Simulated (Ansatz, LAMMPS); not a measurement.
## Electronic structure of liquid Zn38Se23S15 at 2050 K (76 atoms)

Aim: energy, forces and density of states of liquid Zn38Se23S15 at 2050 K (76 atoms) at a fixed geometry.

Calculated with Ansatz 0.2.0; Kohn-Sham DFT, PBEsol, PAW (set soft_2), plane waves.

## (1) Set-up

The cell holds 76 atoms: 38 Zn, 23 Se and 15 S. Cell: a = 11.922 Å, b = 11.922 Å, c = 11.922 Å, α = 90.0°, β = 90.0°, γ = 90.0°. 76 atoms (38 Zn, 23 Se, 15 S) placed at random at 4.69 g/cm³, melted at 2500 K for 10 ps at fixed volume with the Stillinger-Weber II-VI potential (Zhou et al., Phys. Rev. B 88, 085309 (2013)). Snapshot at the end of a hold of 5 ps at 2050 K and fixed volume.

Limits known from the start: The network of bonds at the start is that of the classical potential that made the cell, and needn't be the one that DFT or experiment would give. The Brillouin zone is sampled at Γ only, in a cell whose shortest periodic width is 12 Å.

## (2) Making the structure

A classical potential supplies the starting structure, since it reaches far longer times than DFT.

This step: classical MD, Stillinger-Weber II-VI potential (Zhou et al., Phys. Rev. B 88, 085309 (2013)) (LAMMPS 22 Jul 2025 - Update 4).

Contents of in.lmp:

```
# melt-quench of Zn38Se23S15
units metal
atom_style atomic
boundary p p p
region box block 0 11.9218 0 11.9218 0 11.9218
create_box 3 box
mass 1 65.3800   # Zn
mass 2 78.9710   # Se
mass 3 32.0600   # S
create_atoms 1 random 38 259206 NULL overlap 2.03 maxtry 2000
create_atoms 2 random 23 259213 NULL overlap 2.03 maxtry 2000
create_atoms 3 random 15 259220 NULL overlap 2.03 maxtry 2000
pair_style sw
pair_coeff * * CdTeZnSeHgS0.sw Zn Se S
neigh_modify delay 0 every 1 check yes
thermo_style custom step time temp pe press density
thermo_modify norm yes
timestep 0.001
thermo 100
min_style cg
minimize 1e-4 1e-4 200 2000
reset_timestep 0
velocity all create 2500 259207 mom yes dist gaussian
fix lim all nve/limit 0.05
fix lan all langevin 2500 2500 0.1 259208 zero yes
thermo 500
run 1000 post no
unfix lim
unfix lan
thermo 1666
fix md all nvt temp 2500 2500 0.1
run 10000 post no
unfix md
thermo 1000
fix md all nvt temp 2500 2050 0.1
run 3000 post no
unfix md
compute msd all msd com yes
thermo 1250
fix md all nvt temp 2050 2050 0.1
run 5000 post no
print "== T2050: mean square displacement over the hold $(c_msd[4]:%.2f) A^2"
unfix md
uncompute msd
write_dump all custom T2050.dump id type xs ys zs modify sort id
```

Run with:

```bash
$ lmp -in in.lmp -log none -nocite
```

Numbers of over 12 decimals in the logs are rounded to 6 here.

The log of the run:

```text
LAMMPS (22 Jul 2025 - Update 4)
Created orthogonal box = (0 0 0) to (11.9218 11.9218 11.9218)
Created 38 atoms
Created 23 atoms
Created 15 atoms
   Step          Time           Temp          PotEng         Press         Density
         0   0              0              0.87228655     613186.15      4.6860124
       100   0.1            0             -2.2801611      16846.774      4.6860124
       128   0.128          0             -2.2982593      16914.251      4.6860124
Loop time of 0.0428169 s on 1 MPI rank(s) for 128 steps with 76 atoms
Minimization stats:
  Stopping criterion = energy tolerance
  Energy initial, next-to-last, final =
     0.872286550930809  -2.29805772912016  -2.29825932246383
  Force two-norm initial, final = 139.98394 0.51306016
  Iterations, force evaluations = 128 205
   Step          Time           Temp          PotEng         Press         Density
         0   0              2500          -2.2982593      32192.005      4.6860124
[... 6 lines left out ...]
      3332   3.332          1952.3312     -1.9574542      44670.945      4.6860124
      4998   4.998          2601.1354     -1.9452064      36092.699      4.6860124
      6664   6.664          3035.2578     -1.9188772      47858.289      4.6860124
      8330   8.33           2445.7645     -1.9541511      33044.97       4.6860124
[... 2 lines left out ...]
Loop time of 2.14846 s on 1 MPI rank(s) for 10000 steps with 76 atoms
   Step          Time           Temp          PotEng         Press         Density
[... 4 lines left out ...]
Loop time of 0.627104 s on 1 MPI rank(s) for 3000 steps with 76 atoms
   Step          Time           Temp          PotEng         Press         Density
[... 2 lines left out ...]
     16250   16.25          2352.6383     -1.9951425     -1789.946       4.6860124
     17500   17.5           2410.5466     -2.0883687      32527.753      4.6860124
     18750   18.75          1889.0125     -2.0747685      38793.139      4.6860124
     19000   19             2233.316      -2.0826835      37541.738      4.6860124
Loop time of 1.05851 s on 1 MPI rank(s) for 5000 steps with 76 atoms
== T2050: mean square displacement over the hold 19.65 A^2
```

Elapsed: 4.2 s, on 1 thread of Intel Xeon Platinum 8259CL at 2.50GHz (Skylake/Cascade Lake), shared host; peak memory 0.078 GiB.

## (3) Plane-wave single point

One self-consistent run at the given positions yields energy and forces.

Contents of input.yaml:

```yaml
crystal:
  lattice:
    - [11.9218, 0.0, 0.0]
    - [0.0, 11.9218, 0.0]
    - [0.0, 0.0, 11.9218]
  atoms:
    - { symbol: Zn, position: [0.03212, 0.44059, 0.02756] }
    - { symbol: Zn, position: [0.48049, 0.05979, 0.72023] }
    - { symbol: Zn, position: [0.66402, 0.97622, 0.95265] }
    - { symbol: Zn, position: [0.30502, 0.76126, 0.7191] }
    - { symbol: Zn, position: [0.78751, 0.6853, 0.45779] }
    - { symbol: Zn, position: [0.6421, 0.284, 0.07959] }
    - { symbol: Zn, position: [0.70656, 0.3502, 0.81177] }
    - { symbol: Zn, position: [0.95601, 0.81652, 0.22744] }
    - { symbol: Zn, position: [0.81874, 0.30081, 0.31844] }
    - { symbol: Zn, position: [0.05961, 0.47591, 0.30384] }
    - { symbol: Zn, position: [0.56753, 0.84172, 0.61061] }
    - { symbol: Zn, position: [0.37729, 0.00969, 0.44769] }
    - { symbol: Zn, position: [0.37693, 0.91338, 0.95826] }
    - { symbol: Zn, position: [0.2331, 0.59124, 0.12805] }
    - { symbol: Zn, position: [0.36269, 0.30295, 0.53946] }
    - { symbol: Zn, position: [0.42466, 0.38246, 0.17992] }
    - { symbol: Zn, position: [0.4429, 0.52907, 0.65232] }
    - { symbol: Zn, position: [0.61977, 0.65159, 0.88909] }
    - { symbol: Zn, position: [0.03321, 0.90998, 0.52915] }
    - { symbol: Zn, position: [0.83168, 0.56973, 0.16562] }
    - { symbol: Zn, position: [0.88892, 0.13777, 0.17937] }
    - { symbol: Zn, position: [0.70214, 0.97907, 0.33208] }
    - { symbol: Zn, position: [0.80611, 0.5021, 0.70372] }
    - { symbol: Zn, position: [0.15933, 0.21311, 0.76475] }
    - { symbol: Zn, position: [0.89879, 0.77427, 0.86533] }
    - { symbol: Zn, position: [0.11888, 0.00516, 0.70797] }
    - { symbol: Zn, position: [0.61698, 0.28617, 0.43602] }
    - { symbol: Zn, position: [0.62343, 0.46576, 0.35236] }
    - { symbol: Zn, position: [0.83509, 0.01248, 0.61806] }
    - { symbol: Zn, position: [0.96466, 0.03969, 0.93976] }
    - { symbol: Zn, position: [0.35749, 0.40516, 0.86337] }
    - { symbol: Zn, position: [0.16894, 0.08993, 0.14508] }
    - { symbol: Zn, position: [0.43189, 0.75332, 0.3978] }
    - { symbol: Zn, position: [0.03516, 0.57033, 0.7145] }
    - { symbol: Zn, position: [0.10857, 0.12368, 0.38304] }
    - { symbol: Zn, position: [0.16127, 0.6386, 0.44808] }
    - { symbol: Zn, position: [0.44204, 0.09685, 0.15931] }
    - { symbol: Zn, position: [0.53938, 0.75456, 0.17896] }
    - { symbol: Se, position: [0.97387, 0.26151, 0.92818] }
    - { symbol: Se, position: [0.23499, 0.57946, 0.79447] }
    - { symbol: Se, position: [0.53802, 0.33833, 0.6372] }
    - { symbol: Se, position: [0.7646, 0.70932, 0.74127] }
    - { symbol: Se, position: [0.05958, 0.91895, 0.06852] }
    - { symbol: Se, position: [0.57464, 0.42985, 0.94737] }
    - { symbol: Se, position: [0.22481, 0.38982, 0.04287] }
    - { symbol: Se, position: [0.36154, 0.91267, 0.2284] }
    - { symbol: Se, position: [0.33771, 0.59365, 0.32101] }
    - { symbol: Se, position: [0.90813, 0.05798, 0.3719] }
    - { symbol: Se, position: [0.18836, 0.43364, 0.52826] }
    - { symbol: Se, position: [0.00505, 0.36314, 0.68104] }
    - { symbol: Se, position: [0.25004, 0.75187, 0.99574] }
    - { symbol: Se, position: [0.78132, 0.75652, 0.04541] }
    - { symbol: Se, position: [0.56483, 0.05599, 0.51842] }
    - { symbol: Se, position: [0.23826, 0.12276, 0.55127] }
    - { symbol: Se, position: [0.43754, 0.23189, 0.33578] }
    - { symbol: Se, position: [0.58195, 0.63713, 0.48759] }
    - { symbol: Se, position: [0.09279, 0.27799, 0.23272] }
    - { symbol: Se, position: [0.9814, 0.71269, 0.54188] }
    - { symbol: Se, position: [0.58019, 0.54638, 0.16642] }
    - { symbol: Se, position: [0.79761, 0.207, 0.57205] }
    - { symbol: Se, position: [0.66288, 0.0979, 0.14312] }
    - { symbol: S, position: [0.48146, 0.70543, 0.74575] }
    - { symbol: S, position: [0.33552, 0.10432, 0.01522] }
    - { symbol: S, position: [0.82348, 0.35716, 0.11105] }
    - { symbol: S, position: [0.0433, 0.64149, 0.18733] }
    - { symbol: S, position: [0.54467, 0.8296, 0.98716] }
    - { symbol: S, position: [0.74668, 0.19292, 0.90077] }
    - { symbol: S, position: [0.66843, 0.9959, 0.75403] }
    - { symbol: S, position: [0.37671, 0.23239, 0.78367] }
    - { symbol: S, position: [0.02561, 0.62334, 0.91189] }
    - { symbol: S, position: [0.95987, 0.92907, 0.75805] }
    - { symbol: S, position: [0.13103, 0.9233, 0.30241] }
    - { symbol: S, position: [0.85103, 0.49438, 0.37427] }
    - { symbol: S, position: [0.25545, 0.84038, 0.51795] }
    - { symbol: S, position: [0.30721, 0.95754, 0.77572] }
    - { symbol: S, position: [0.75882, 0.79426, 0.29374] }
kpoints:
  mp_grid: { grid: [1, 1, 1] }
hamiltonian:
  xc: pbesol
scf:
  occupations: { method: gaussian, width: 0.05 }
output:
  forces: true
  stress: true
  populations: true
  dos:
    method: { smearing: { sigma: 0.15 } }
    de: 0.1
    projected: { site_lists: { S: [S], Se: [Se], Zn: [Zn] } }
  eigenvalues: true
  write_density: true
  write_potential: true
  volumetric_format: npy
```

Run with:

```bash
$ ansatz run input.yaml --threads 8 --pin off --max-ram 15872MiB --backend cpu --events-out ev --progress --plain --runs-dir out
```

The log of the run:

```text
Engine: ansatz 0.2.0, x86_64-unknown-linux-gnu
Pseudopotentials: kind: paw
Pseudopotential: Zn, paw, valence charge 12, recommended cutoff 420 eV (normal), Zn.paw.azcp
Pseudopotential: Se, paw, valence charge 16, recommended cutoff 420 eV (normal), Se.paw.azcp
Pseudopotential: S, paw, valence charge 6, recommended cutoff 420 eV (normal), S.paw.azcp
[... 3 lines on functional and potentials left out ...]
Crystal: 76 atoms, lattice volume = 1694.437 Å³
Basis set: ecut = 420 eV, 33059 PW (Γ), exchange–correlation on 160×160×160 points (8 copies of the dense FFT grid, shifted against one another)
Bands: 549, of which v1, the nominal top of the filled ones, is band 457 counted from 1 (456 counted from 0)
Symmetry: 1 space group operations
Space group: P1 (ITA 1), of the structure as read, at distance tolerance 1.2e-4 Å
k-points: 1
[... 10 lines on functional and potentials left out ...]
Initial density: superposition of atomic densities (neutral atoms: chi_scale 0, normalization atom), corrected by the library's trained network
Initial wavefunctions: pseudopotential atomic-orbital guess
Functional: x = pbesol(κ = 0.804, μ = 0.123457), c = pbesol(β = 0.046)
SCF iter   1: F=—  HF=-262711.309181 eV  |F-HF|=—  |Δ(HF+E_count)|=         —  Δρ=5.79e-3  dr2=1.10e0  ethr=1.77e-3  ⟨swp⟩=6.0  Hψ=2189  notcnv=0  defer=12
preconditioner: auto → LDOS  [metal: Δε(μ)=0.023 eV  Ē_g=9.707 eV  σ=0.050 eV  W_gap=0.26  n_scr=436 (ndim 8)  ℏωp=23.6 eV  f_vac=0.055  D(μ)=43.37/eV (n_scr^D=256)  β→1.0]
SCF iter   2: F=—  HF=-262711.246830 eV  |F-HF|=—  |Δ(HF+E_count)|=   6.24e-2  Δρ=5.30e-3  dr2=4.52e-1  ethr=1.20e-4  ⟨swp⟩=2.0  Hψ=981  notcnv=0  defer=82
SCF iter   3: F=—  HF=-262711.133812 eV  |F-HF|=—  |Δ(HF+E_count)|=   1.13e-1  Δρ=2.86e-3  dr2=1.63e-1  ethr=4.95e-5  ⟨swp⟩=2.0  Hψ=791  notcnv=0  defer=82
SCF iter   4: F=—  HF=-262711.096282 eV  |F-HF|=—  |Δ(HF+E_count)|=   3.75e-2  Δρ=1.09e-3  dr2=6.05e-2  ethr=1.79e-5  ⟨swp⟩=2.0  Hψ=822  notcnv=0  defer=82
SCF iter   5: F=—  HF=-262711.090538 eV  |F-HF|=—  |Δ(HF+E_count)|=   5.74e-3  Δρ=6.17e-4  dr2=1.67e-2  ethr=6.62e-6  ⟨swp⟩=2.0  Hψ=530  notcnv=0  defer=82
SCF iter   6: F=—  HF=-262711.088609 eV  |F-HF|=—  |Δ(HF+E_count)|=   1.93e-3  Δρ=3.62e-4  dr2=4.91e-3  ethr=1.82e-6  ⟨swp⟩=2.0  Hψ=778  notcnv=0  defer=82
SCF iter   7: F=—  HF=-262711.088046 eV  |F-HF|=—  |Δ(HF+E_count)|=   5.63e-4  Δρ=1.95e-4  dr2=1.55e-3  ethr=5.37e-7  ⟨swp⟩=2.0  Hψ=765  notcnv=0  defer=82
SCF iter   8: F=—  HF=-262711.087867 eV  |F-HF|=—  |Δ(HF+E_count)|=   1.79e-4  Δρ=1.03e-4  dr2=4.68e-4  ethr=1.70e-7  ⟨swp⟩=2.0  Hψ=765  notcnv=0  defer=82
SCF iter   9: F=—  HF=-262711.087826 eV  |F-HF|=—  |Δ(HF+E_count)|=   4.13e-5  Δρ=5.37e-5  dr2=1.31e-4  ethr=5.12e-8  ⟨swp⟩=2.0  Hψ=778  notcnv=0  defer=82
SCF iter  10: F=—  HF=-262711.087794 eV  |F-HF|=—  |Δ(HF+E_count)|=   3.22e-5  Δρ=3.33e-5  dr2=4.08e-5  ethr=1.43e-8  ⟨swp⟩=2.0  Hψ=766  notcnv=0  defer=82
SCF iter  11: F=—  HF=-262711.087581 eV  |F-HF|=—  |Δ(HF+E_count)|=   2.13e-4  Δρ=1.82e-5  dr2=1.46e-5  ethr=4.47e-9  ⟨swp⟩=2.0  Hψ=767  notcnv=0  defer=82
SCF iter  12: F=—  HF=-262711.087580 eV  |F-HF|=—  |Δ(HF+E_count)|=   1.14e-6  Δρ=9.74e-6  dr2=4.27e-6  ethr=1.59e-9  ⟨swp⟩=2.0  Hψ=761  notcnv=0  defer=82
SCF iter  13: F=—  HF=-262711.087579 eV  |F-HF|=—  |Δ(HF+E_count)|=   3.80e-7  Δρ=5.93e-6  dr2=1.36e-6  ethr=4.67e-10  ⟨swp⟩=2.0  Hψ=765  notcnv=0  defer=82
SCF iter  14: F=—  HF=-262711.087579 eV  |F-HF|=—  |Δ(HF+E_count)|=   1.48e-7  Δρ=3.72e-6  dr2=5.29e-7  ethr=1.49e-10  ⟨swp⟩=2.0  Hψ=771  notcnv=0  defer=82
SCF iter  15: F=—  HF=-262711.087579 eV  |F-HF|=—  |Δ(HF+E_count)|=   3.88e-8  Δρ=2.12e-6  dr2=1.89e-7  ethr=5.79e-11  ⟨swp⟩=2.0  Hψ=772  notcnv=0  defer=82
SCF iter  16: F=-262711.087579 eV  HF=-262711.087579 eV  |F-HF|=6.11e-8  |Δ(HF+E_count)|=   1.44e-8  Δρ=1.34e-6  dr2=6.69e-8  ethr=1.09e-11  ⟨swp⟩=13.0  Hψ=4153  notcnv=0
SCF 1 converged in 16 iterations: F = -262711.087579 eV  dr2 = 6.69e-8
  greatest PAW one-centre occupation: 1.000 electrons in one spin orbital (limit 2), on the Se atom at site 42 (counted from 0), in its partial waves of l = 2
SCF converged after 16 iterations
Free energy (F): -262711.087579 eV
Harris-Foulkes:  -262711.087579 eV  (|F-HF|=6.11e-8)
Internal energy: -262711.025910 eV  (E = F + TS)
E sigma→0 (E₀):  -262711.056745 eV
Entropy (-TS):   -0.061669 eV (-0.811 meV/atom)
Fermi energy:    6.695381 eV
--- Per-component energies (eV) ---
  E_band       = -9143.460069
  E_kinetic    = 9218.463659
  E_local      = -134701.721138  (includes V_loc(G=0)·N_el)
  E_nonlocal   = 10223.469019
  E_hartree    = 60891.592865
  E_xc         = -8905.705468
  E_vxc        = -5470.941650  (∫ρ·V_xc dr)
  E_paw        = -119817.808065  (= ΣΔE_a)
  E_vpaw       = -10195.900441  (= ΣTr[D̂ρ^β])
  E_aug_tail   = -0.027424  (compensation charges beyond the density's cutoff)
  E_ewald      = -79673.712445
  E_core_change = 54.423087  (= ΣΔE_core)
  E_smearing   = -0.061669  (= −TS)
  E_closure    = 0.000000  (closes the sum)
  Σ components = -262711.087579   (vs F -262711.087579, Δ=0.00e0)
--- Forces (eV/Å), atoms counted from 1 ---
  atom   1  Zn    -0.60138474     0.46756758    -0.61082015
  atom   2  Zn    -0.17639767     0.03712594     0.24511614
  atom   3  Zn     0.16891309     0.31218878    -0.19266597
  atom   4  Zn    -0.55519030     0.87069136    -0.45611750
  atom   5  Zn     0.12848287    -0.29091162    -0.34422042
  atom   6  Zn     0.72308913     0.47647172    -0.97728909
  atom   7  Zn    -0.14167160     0.07475109    -0.62149058
  atom   8  Zn    -0.12390362     0.37334318    -0.10125567
  atom   9  Zn    -0.22347059     0.74984878     0.11739120
  atom  10  Zn    -0.43737053     0.18435866     0.48597211
  atom  11  Zn     0.32737098    -0.06690671     0.94473056
  atom  12  Zn    -0.16708994    -0.77985951    -0.39500079
  atom  13  Zn    -0.81006449     0.30808923     0.10464306
  atom  14  Zn     0.20331655     0.34389181     0.02152582
[...]
atom  75  S      0.26104915    -0.64590018     0.00348987
  atom  76  S      0.29682721     0.36665504     0.71717477
  max |Σ_I F_I| component: 4.21e-5 eV/Å
--- Stress (GPa, compression-positive) ---
       -4.435028       1.202612       0.727373
        1.202612      -6.252065       1.218995
        0.727373       1.218995      -2.828680
  P = ⅓ Tr σ = -4.5053 GPa (-45.053 kbar)
--- Band table (eV) ---
  k-point 0: bands = ["-41.4082", "-41.4002", "-41.3881", "-41.3613", [... 533 levels ...], "12.1823", "12.2097", "12.2757", "12.3259", "12.3577", "12.4079", "12.4557", "12.4961", "12.5568", "12.5714", "12.6538", "12.7011"]
--- Löwdin populations: 76 sites ---
  site symbol       q [e]
     0     Zn     10.8278
     1     Zn     10.8057
     2     Zn     10.8329
[...]
75      S      6.9426
  spilling = 0.009589 (of n_electrons = 914.000000)
```

Elapsed: 25 s, on 8 threads of Intel Xeon Platinum 8259CL at 2.50GHz (Skylake/Cascade Lake), shared host; peak memory 2.8 GiB; 3 min of CPU time.

The run gave:

```yaml
free_energy: -262711.0876 eV
free_energy_per_atom: -3456.7248 eV/atom
scf_cycles: 16
pressure: -4.505 GPa
r_m_s_force_component: 0.5942 eV/Å
longest_force: 2.058 eV/Å
fermi_energy: 6.695 eV
levels_partly_filled_by_over_2_per_cent: 3
spilling_of_the_projection: 0.009589
```

Length of the force by element:

```
element  coordination  atoms  mean length of the force (eV/Å)  spread  least  most
      S           all     15                             1.06    0.37  0.572  1.73
     Se           all     23                             1.15   0.480  0.389  2.06
     Zn           all     38                            0.734   0.368  0.160  1.89
```

States in the cell by windows of 1 eV, zero at the Fermi level; the larger projections on atomic orbitals stand beside the total:

```
from (eV)  to (eV)  total   Zn d  Se p   S p  Zn s
      -10       -9    0.0    0.0   0.0   0.0   0.0
       -9       -8    0.6    0.5   0.0   0.1   0.0
       -8       -7  193.7  182.9   4.2   4.1   1.9
       -7       -6  186.9  180.6   2.2   1.7   1.2
       -6       -5   30.5    4.6   8.7   6.8   8.9
       -5       -4   37.6    2.8  14.7   9.8   8.2
       -4       -3   34.7    1.7  16.7  11.3   2.9
       -3       -2   50.2    2.1  26.0  17.2   2.2
       -2       -1   43.7    1.4  22.5  14.7   2.5
       -1        0   29.9    0.5  15.6   8.5   2.9
        0        1   20.2    0.2   7.6   3.5   5.9
        1        2   25.0    0.1   5.5   2.9  10.2
        2        3   28.8    0.1   4.6   2.5   9.6
        3        4   28.8    0.1   2.3   1.6   4.8
        4        5   37.2    0.1   1.7   1.1   2.8
```

Between -26 and -10 eV lie 76 more states.

About 230 of the 914 electrons lie in deeper levels, below the stored range.

The levels nearest the highest filled one (over half full), pooled over k-points and spins:

```
level less the highest filled one (eV)  occupation
                                -0.352           2
                                -0.249           2
                                -0.203           2
                                 -0.18           2
                               -0.0797        1.98
                                     0        1.12
                                0.0128       0.836
                                0.0727       0.057
                                 0.198           0
                                 0.275           0
                                 0.446           0
                                 0.598           0
```

Electrostatic potential energy in the bc plane at fractional x = 0.043, with atoms of Zn and Se and S within 0.2 Å of it. With pseudopotentials it is smooth inside the atoms' cores, unlike the true potential.

Ten even steps from '0' (-30 eV) to '9' (11 eV), each cell a mean:
```
7778999866788632478743479999998888
7678998644689888898300048999999998
8888999866789999998400048999999999
9999999988999999999854589999999999
9999999999999999998778999999998888
7899999999887889963125899999998777
5789999998644458830002799999998776
6789999998545447851003799999999887
8899999999644468987668899999998888
9999999999987889999999876789874468
8999999999999999999998644468720015
8999999999999999999998754578720004
9999899999999999999999887899863347
9987678999999999999999999999998889
9875457999999987778999999999999999
9986568999999852125899999999999999
9998889877788720003899999999998889
9999999744458851025876679988888899
9999998644458887778720016887789999
9999999865578999998601105888888899
9999999999999988899851147999875557
7999999999998754689998889999845654
7999999999997200058999999999745654
8899999999987200048999999999864446
```
Columns run along b (11.9 Å; values clipped at the 3rd and 97th percentile), rows up along c (11.9 Å). Atoms in or near the plane, at fractional coordinates: Zn at (0.44, 0.03), Zn at (0.48, 0.30), Zn at (0.91, 0.53), Zn at (0.57, 0.71), Se at (0.92, 0.07), S at (0.64, 0.19).

(Continued in part 2 of 2.)

[Logs are printed without paths, hosts, clocks, repeated set-up lines and the standing remarks that a program may print on its own settings, such as how far it seeks lower states.]

[Hosts, paths, dates, database ids (printed as entryN), source tags and the programs' standing remarks are cut or masked in the printed files.]
